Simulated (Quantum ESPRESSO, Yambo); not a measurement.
An input for Yambo 5.3.0 (PtSe2 (1T monolayer)):

```
optics
bss
bse
em1s
dipoles
rim_cut
rim_w
RandQpts= 3000000
RandGvec= 100 RL
CUTGeo= "slab z"
RandGvecW= 9 RL
Chimod= "HARTREE"
BSKmod= "SEX"
BSEmod= "resonant"
BSSmod= "d"
BSENGexx= 1 RL
BSENGBlk= 4 Ry
% BSEQptR
 1 | 1 |
%
% BSEBands
 30 | 35 |
%
% BEnRange
 0 | 5 | eV
%
% BDmRange
 0.05 | 0.05 | eV
%
BEnSteps= 101
% BLongDir
 1 | 0 | 0 |
%
% BndsRnXs
 23 | 54 |
%
NGsBlkXs= 4 Ry
% LongDrXs
 1 | 1 | 0 |
%
% KfnQP_E
 1.046 | 1.0 | 1.0 |
%
WRbsWF
FFTGvecs= 47 Ry
```

```sh
OMP_NUM_THREADS=2 mpirun -n 4 yambo -F bse9.in -J bse9,bse8_W -C bse9 > bse9.log
```

The stored states that it reads are on a 15×15×1 mesh. The cell holds 3 atoms: 1 Pt and 2 Se. Its edges and angles: a = 3.751 Å, b = 3.751 Å, c = 15.000 Å, α = 90.0°, β = 90.0°, γ = 120.0°. Vacuum lies along c.

Q: How long will it take on 4 MPI ranks of Arm Neoverse V1, shared host, and how much memory?

It took 30 s; on shared hardware allow 15 s to 60 s. Peak host memory was 1.6 GiB.

The kernel grows as the square of the matrix size, and full diagonalisation as its cube.

[Paths, hosts, dates, memory and timing lines, banners, echoed tables and standing remarks are left out of the program output.]

[Logs are printed without paths, hosts, clocks, repeated set-up lines and the standing remarks that a program may print on its own settings, such as how far it seeks lower states.]

[Runs of the session that timed out or met a known fault of the program may be left out.]

[Hosts, paths, dates, database ids (printed as entryN), source tags and the programs' standing remarks are cut or masked in the printed files.]
